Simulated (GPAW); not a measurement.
# Does bcc Fe15Si1 carry moments in GPAW?

Wanted: the moments of bcc Fe15Si1 and the energy gained by spin polarisation.

Method: PBE; plane waves with GPAW's PAW setups, scalar-relativistic, in GPAW 26.7.0.

## 1. The structure

It takes space group Pm-3m (No. 221, cubic). The conventional cell has a = 5.718 Å, b = 5.718 Å, c = 5.718 Å, α = 90.00°, β = 90.00°, γ = 90.00°. Nearest to Si lie 14 Fe at 2.48 to 2.86 Å. Nearest to Fe lie 7 Fe at 2.48 Å and 1 Si at 2.48 Å. Nearest to Fe lie 12 Fe at 2.48 to 2.86 Å and 2 Si at 2.86 Å. Nearest to Fe lie 8 Fe at 2.48 Å. Fe has 8 Fe at 2.48 Å nearest. ordered model alloy on an ideal lattice, lattice constant by linear interpolation, atoms not relaxed. Farther neighbours are not listed.

The cell is a made-up one and need not be a known phase.

## 2. Start 1: ferro +++++++++++++++

The parallel start comes first: it fits the smallest cell, keeps the most symmetry and shows whether parallel moments form.

order1.py reads:

```python
import json
import numpy as np
from ase import Atoms
from ase.parallel import paropen, parprint
from gpaw import GPAW

atoms = Atoms(['Si', 'Fe', 'Fe', 'Fe', 'Fe', 'Fe', 'Fe', 'Fe', 'Fe', 'Fe', 'Fe', 'Fe', 'Fe', 'Fe', 'Fe', 'Fe'],
    cell=[[5.7175, 0.0, 0.0],
         [0.0, 5.7175, 0.0],
         [0.0, 0.0, 5.7175]],
    scaled_positions=[[0.0, 0.0, 0.0],
         [0.25, 0.25, 0.25],
         [0.0, 0.0, 0.5],
         [0.25, 0.25, 0.75],
         [0.0, 0.5, 0.0],
         [0.25, 0.75, 0.25],
         [0.0, 0.5, 0.5],
         [0.25, 0.75, 0.75],
         [0.5, 0.0, 0.0],
         [0.75, 0.25, 0.25],
         [0.5, 0.0, 0.5],
         [0.75, 0.25, 0.75],
         [0.5, 0.5, 0.0],
         [0.75, 0.75, 0.25],
         [0.5, 0.5, 0.5],
         [0.75, 0.75, 0.75]],
    pbc=True,
    magmoms=[0.0, 2.4, 2.4, 2.4, 2.4, 2.4, 2.4, 2.4, 2.4, 2.4, 2.4, 2.4, 2.4, 2.4, 2.4, 2.4])
atoms.calc = GPAW(mode={'name': 'pw', 'ecut': 450},
    xc='PBE',
    kpts={'size': (7, 7, 7), 'gamma': True},
    occupations={'name': 'fermi-dirac', 'width': 0.05},
    convergence={'density': 1e-05, 'energy': 1e-05},
    maxiter=200,
    mixer={'name': 'pulay', 'beta': 0.04, 'nmaxold': 8, 'weight': 100},
    symmetry={'tolerance': 1e-4},
    txt='order1.txt')
e = atoms.get_potential_energy(force_consistent=True)
res = {'free_energy': e, 'energy_sigma0': atoms.get_potential_energy(), 'fermi_energy': atoms.calc.get_fermi_level()}
res['moments'] = atoms.get_magnetic_moments().tolist()
res['total'] = atoms.get_magnetic_moment()
parprint('site moments (muB):', np.round(res['moments'], 3))
parprint(f"total moment: {res['total']:.3f} muB")
parprint(f'free energy: {e:.6f} eV')
atoms.calc.write('order1.gpw')
with paropen('results.json', 'w') as f:
    json.dump(res, f)
```

Started as:

```bash
$ OMP_NUM_THREADS=1 mpirun -n 4 gpaw python order1.py > order1.log
```

Numbers of over 12 decimals in the logs are rounded to 6 here.

What it wrote:

```text
site moments (muB): [-0.094  2.182  2.285  2.182  2.285  2.182  2.342  2.182  2.285  2.182
  2.342  2.182  2.342  2.182  2.441  2.182]
total moment: 33.098 muB
free energy: -141.328951 eV

--- order1.txt ---
Input parameters:
  mode=PW(ecut=450),
  convergence={'density': 1e-05, 'energy': 1e-05},
  kpts=MonkhorstPack(size=(7, 7, 7), gamma=True),
  maxiter=200,
  mixer=Pulay(name='pulay', nmaxold=8, beta=0.04, weight=100, sigma=0.015, g_ss=None),
  occupations=Occupations(name='fermi-dirac', width=0.05),
  symmetry=Symmetry(tolerance=0.0001),
  xc=XC(name='PBE')

Diagonalizing LCAO Hamiltonian
Converting LCAO to pw mode
     .-------------.
    /|             |
   / |             |
  /  | Fe     Fe   |
 *   |             |
 | FeFe   FeFe     |
 |   | Fe     Fe   |
 Fe  .--Fe---------.
 |  /Fe     Fe    /
 | Fe     Fe     /
 |/             /
 Si-----Fe-----*

Atoms  # Å, Bohr magnetons
|    | symbol |        x |        y |        z |    initial magnetic moments |
|----|--------|----------|----------|----------|-----------------------------|
|  0 |     Si | 0.000000 | 0.000000 | 0.000000 | ( 0.0000,  0.0000,  0.0000) |
|  1 |     Fe | 1.429375 | 1.429375 | 1.429375 | ( 0.0000,  0.0000,  2.4000) |
|  2 |     Fe | 0.000000 | 0.000000 | 2.858750 | ( 0.0000,  0.0000,  2.4000) |
|  3 |     Fe | 1.429375 | 1.429375 | 4.288125 | ( 0.0000,  0.0000,  2.4000) |
|  4 |     Fe | 0.000000 | 2.858750 | 0.000000 | ( 0.0000,  0.0000,  2.4000) |
|  5 |     Fe | 1.429375 | 4.288125 | 1.429375 | ( 0.0000,  0.0000,  2.4000) |
|  6 |     Fe | 0.000000 | 2.858750 | 2.858750 | ( 0.0000,  0.0000,  2.4000) |
|  7 |     Fe | 1.429375 | 4.288125 | 4.288125 | ( 0.0000,  0.0000,  2.4000) |
|  8 |     Fe | 2.858750 | 0.000000 | 0.000000 | ( 0.0000,  0.0000,  2.4000) |
|  9 |     Fe | 4.288125 | 1.429375 | 1.429375 | ( 0.0000,  0.0000,  2.4000) |
| 10 |     Fe | 2.858750 | 0.000000 | 2.858750 | ( 0.0000,  0.0000,  2.4000) |
| 11 |     Fe | 4.288125 | 1.429375 | 4.288125 | ( 0.0000,  0.0000,  2.4000) |
| 12 |     Fe | 2.858750 | 2.858750 | 0.000000 | ( 0.0000,  0.0000,  2.4000) |
| 13 |     Fe | 4.288125 | 4.288125 | 1.429375 | ( 0.0000,  0.0000,  2.4000) |
| 14 |     Fe | 2.858750 | 2.858750 | 2.858750 | ( 0.0000,  0.0000,  2.4000) |
| 15 |     Fe | 4.288125 | 4.288125 | 4.288125 | ( 0.0000,  0.0000,  2.4000) |

Unit cell  # Å
| periodic |        x |        y |        z |  lengths |    angles |
|----------|----------|----------|----------|----------|-----------|
|      yes | 5.717500 | 0.000000 | 0.000000 | 5.717500 | 90.000000 |
|      yes | 0.000000 | 5.717500 | 0.000000 | 5.717500 | 90.000000 |
|      yes | 0.000000 | 0.000000 | 5.717500 | 5.717500 | 90.000000 |

Number of symmetries: 48

BZ-sampling:
  Number of BZ points: 343
  Number of IBZ points: 20

  Monkhorst-Pack size: [7, 7, 7]
  Monkhorst-Pack shift: [0, 0, 0]

K-points  # in reciprocal-cell coordinates
|     |                                coordinates |     weight |
|-----|--------------------------------------------|------------|
|   0 | (  0.00000000,   0.00000000,   0.00000000) | 0.00291545 |
|   1 | (  0.14285714,   0.00000000,   0.00000000) | 0.01749271 |
|   2 | (  0.14285714,   0.14285714,   0.00000000) | 0.03498542 |
|   3 | (  0.14285714,   0.14285714,   0.14285714) | 0.02332362 |
|   4 | (  0.28571429,   0.00000000,   0.00000000) | 0.01749271 |
|   5 | (  0.28571429,   0.14285714,   0.00000000) | 0.06997085 |
|   6 | (  0.28571429,   0.14285714,   0.14285714) | 0.06997085 |
|   7 | (  0.28571429,   0.28571429,   0.00000000) | 0.03498542 |
|   8 | (  0.28571429,   0.28571429,   0.14285714) | 0.06997085 |
|   9 | (  0.28571429,   0.28571429,   0.28571429) | 0.02332362 |
| ... |                                            |            |
|  19 | (  0.42857143,   0.42857143,   0.42857143) | 0.02332362 |

Plane wave coefficients: 4068
Cutoff: 450.000000 eV

Spin-components: 2 (collinear spins)
Bands:           100
Projectors:      95
Spin-degeneracy: 1
Datatype:        complex128

Parallelization:
  kpt:    4
  domain: 1
  band:   1

Density:
  Valence electrons: 124.0
  Components: 2
  Grid points: [28 28 28]
  Charge: 0.0  # |e|

Potential:
  Grid points: [28 28 28]

species:
  Si:
    name:    Silicon
    Z:       14.0
    valence: 4
    core:    10
    charge:  0.0  # [|e|]
    compensation charges:
      type: gauss
      rc: 0.33  # [Å]
      lmax: 2
    cutoffs:
      filter: 1.86  # [Å]
      core: 2.06  # [Å]
    projectors
    | kind |    occ | energy [eV] | rcut [Å] |
    |------|--------|-------------|----------|
    |   3s |  2.000 |     -10.812 |    1.058 |
    |   3p |  2.000 |      -4.081 |    1.058 |
    |    s |        |      16.399 |    1.058 |
    |    p |        |      23.130 |    1.058 |
    |    d |        |       0.000 |    1.058 |

    Using partial waves for Si as LCAO basis

  Fe:
    name:    Iron
    Z:       26.0
    valence: 8
    core:    18
    charge:  0.0  # [|e|]
    compensation charges:
      type: gauss
      rc: 0.33  # [Å]
      lmax: 2
    cutoffs:
      filter: 2.06  # [Å]
      core: 2.67  # [Å]
    projectors
    | kind |    occ | energy [eV] | rcut [Å] |
    |------|--------|-------------|----------|
    |   4s |  2.000 |      -5.291 |    1.164 |
    |   4p |  0.000 |      -1.326 |    1.058 |
    |   3d |  6.000 |      -7.505 |    1.058 |
    |    s |        |      21.920 |    1.164 |
    |    p |        |      25.885 |    1.058 |
    |    d |        |      19.706 |    1.058 |

    Using partial waves for Fe as LCAO basis

Reference energy: -527178.163249  # eV

eigensolver:
  PPCG
  Converge bands: occupied
  niter=2

density mixing:
  Pulay-Mixer
  Linear mixing parameters: 0.04
  Old densities: 8
  Fourier metric: weight=100, sigma=0.015

occupation numbers:
  Fermi-Dirac:
    width: 0.0500  # eV

poisson solver:
  ecut: 3600.000000  # eV

xc functional:
  name: PBE with 2 nearest neighbor stencil

convergence criteria:
- Maximum integral of absolute [dens]ity change: 1e-05 electrons / valence electron
- Maximum [total energy] change in last 3 cyles: 1e-05 eV / valence electron
- Maximum integral of absolute [eigenst]ate change: 4e-08 eV^2 / valence electron
maximum number of iterations: 200

SCF iterations
|iter     |      energy | eigst |  dens |  magmom |
|---------|-------------|-------|-------|---------|
|iter:   1|       0s | -139.594426 | +0.50 |       | +36.0652|
|iter:   2|       8s | -139.836022 | -1.10 | -1.09 | +35.9528|
|iter:   3|      17s | -139.798257 | -1.94 | -1.10 | +35.8343|
|iter:   4|      27s | -139.908195 | -1.74 | -1.13 | +35.2145|
|iter:   5|      35s | -139.988461 | -2.66 | -1.27 | +35.1496|
|iter:   6|      43s | -140.566949 | -2.38 | -1.28 | +34.5758|
|iter:   7|      51s | -140.933542 | -2.50 | -1.42 | +34.1613|
|iter:   8|      58s | -141.125091 | -2.73 | -1.57 | +33.7651|
|iter:   9|      66s | -141.244437 | -2.59 | -1.76 | +33.2928|
|iter:  10|      74s | -141.228193 | -3.46 | -2.10 | +33.3988|
[... 15 iterations left out ...]
|iter:  26|     192s | -141.263329c| -7.22 | -3.82 | +33.0922|
|iter:  27|     198s | -141.263328c| -7.45c| -4.02 | +33.0945|
|iter:  28|     202s | -141.263328c| -7.56c| -4.18 | +33.0960|
|iter:  29|     206s | -141.263327c| -7.66c| -4.33 | +33.0960|
|iter:  30|     209s | -141.263326c| -7.63c| -4.39 | +33.0966|
|iter:  31|     213s | -141.263326c| -7.99c| -4.51 | +33.0968|
|iter:  32|     217s | -141.263326c| -8.09c| -4.56 | +33.0969|
|iter:  33|     221s | -141.263325c| -8.08c| -4.59 | +33.0972|
|iter:  34|     225s | -141.263323c| -7.93c| -4.76 | +33.0979|
|iter:  35|     229s | -141.263323c| -8.19c| -5.08c| +33.0979|

Converged in 35 steps
Energy contributions relative to reference atoms: (reference = -527178.163249)

Energy contributions:
  Kinetic:         103.046010
  Coulomb:         -86.046889
  Zero:              2.423944
  External:          0.000000
  Xc:             -160.620761
  Entropy:          -0.131254
  Spinorbit:         0.000000
  ----------------------------
  Free energy:    -141.328951
  Extrapolated:   -141.263323

dipole moment: (-54.392993, -54.392993, -54.392993)  # |e|*Ang

Total magnetic moment: (0.000000, 0.000000, 33.097941)

Local magnetic moments
|        x |        y |         z |
|----------|----------|-----------|
| 0.000000 | 0.000000 | -0.093693 |  # Si   0
| 0.000000 | 0.000000 |  2.182484 |  # Fe   1
| 0.000000 | 0.000000 |  2.285328 |  # Fe   2
| 0.000000 | 0.000000 |  2.182484 |  # Fe   3
| 0.000000 | 0.000000 |  2.285328 |  # Fe   4
| 0.000000 | 0.000000 |  2.182484 |  # Fe   5
| 0.000000 | 0.000000 |  2.342110 |  # Fe   6
| 0.000000 | 0.000000 |  2.182484 |  # Fe   7
| 0.000000 | 0.000000 |  2.285328 |  # Fe   8
| 0.000000 | 0.000000 |  2.182484 |  # Fe   9
| 0.000000 | 0.000000 |  2.342110 |  # Fe  10
| 0.000000 | 0.000000 |  2.182484 |  # Fe  11
| 0.000000 | 0.000000 |  2.342110 |  # Fe  12
| 0.000000 | 0.000000 |  2.182484 |  # Fe  13
| 0.000000 | 0.000000 |  2.440516 |  # Fe  14
| 0.000000 | 0.000000 |  2.182484 |  # Fe  15

Fermi level: 9.914
Eigenvalues  # (at kpt = [0.000, 0.000, 0.000])
| band index |      eig [eV] | occ [0-1] |      eig [eV] | occ [0-1] |
|------------|---------------|-----------|---------------|-----------|
|          0 |        -0.039 |     1.000 |        -0.007 |     1.000 |
|        ... |               |           |               |           |
|         53 |         8.822 |     1.000 |        10.476 |     0.000 |
|         54 |         8.857 |     1.000 |        10.813 |     0.000 |
|         55 |         8.857 |     1.000 |        10.813 |     0.000 |
|         56 |         8.857 |     1.000 |        10.828 |     0.000 |
|         57 |         8.858 |     1.000 |        11.281 |     0.000 |
|         58 |         8.858 |     1.000 |        11.281 |     0.000 |
|         59 |         8.955 |     1.000 |        11.281 |     0.000 |
|         60 |         8.981 |     1.000 |        11.288 |     0.000 |
|         61 |         8.981 |     1.000 |        11.533 |     0.000 |
|         62 |         8.981 |     1.000 |        11.533 |     0.000 |
|         63 |         8.982 |     1.000 |        11.638 |     0.000 |
|         64 |         8.982 |     1.000 |        11.638 |     0.000 |
|         65 |         9.027 |     1.000 |        11.754 |     0.000 |
|         66 |         9.027 |     1.000 |        11.754 |     0.000 |
|         67 |         9.027 |     1.000 |        11.754 |     0.000 |
|        ... |               |           |               |           |
|         99 |        17.816 |     0.000 |        18.871 |     0.000 |

No gap
No difference between direct/indirect transitions
```

Run time: 4.2 min. Hardware: 4 MPI ranks of Intel Xeon at 2.70GHz, shared host; peak memory 1.3 GiB; 17 min of CPU time.

Spin moment in the augmentation sphere by atom:

```
atom  spin moment in the augmentation sphere (μB)
 Si1                                        -0.09
 Fe2                                         2.18
 Fe3                                         2.29
 Fe4                                         2.18
 Fe5                                         2.29
 Fe6                                         2.18
 Fe7                                         2.34
 Fe8                                         2.18
 Fe9                                         2.29
Fe10                                         2.18
Fe11                                         2.34
Fe12                                         2.18
Fe13                                         2.34
Fe14                                         2.18
Fe15                                         2.44
Fe16                                         2.18
```

Numbers from this step:

```yaml
magnetization: 33.10 μB
final_state: ferromagnetic
```

After 35 cycles the largest moment stands at 2.44 μB.

(Part 1 of 2 ends here.)

[Logs and program files are shortened in this print: banners, set-up blocks, solver, clock and traceback lines can be left out without a mark of their own.]

[Logs are printed without paths, hosts, clocks, repeated set-up lines and the standing remarks that a program may print on its own settings, such as how far it seeks lower states.]

[Hosts, paths, dates, database ids (printed as entryN), source tags and the programs' standing remarks are cut or masked in the printed files.]

[Where a cell is said to come from a database of computed structures, the database is the Materials Project.]
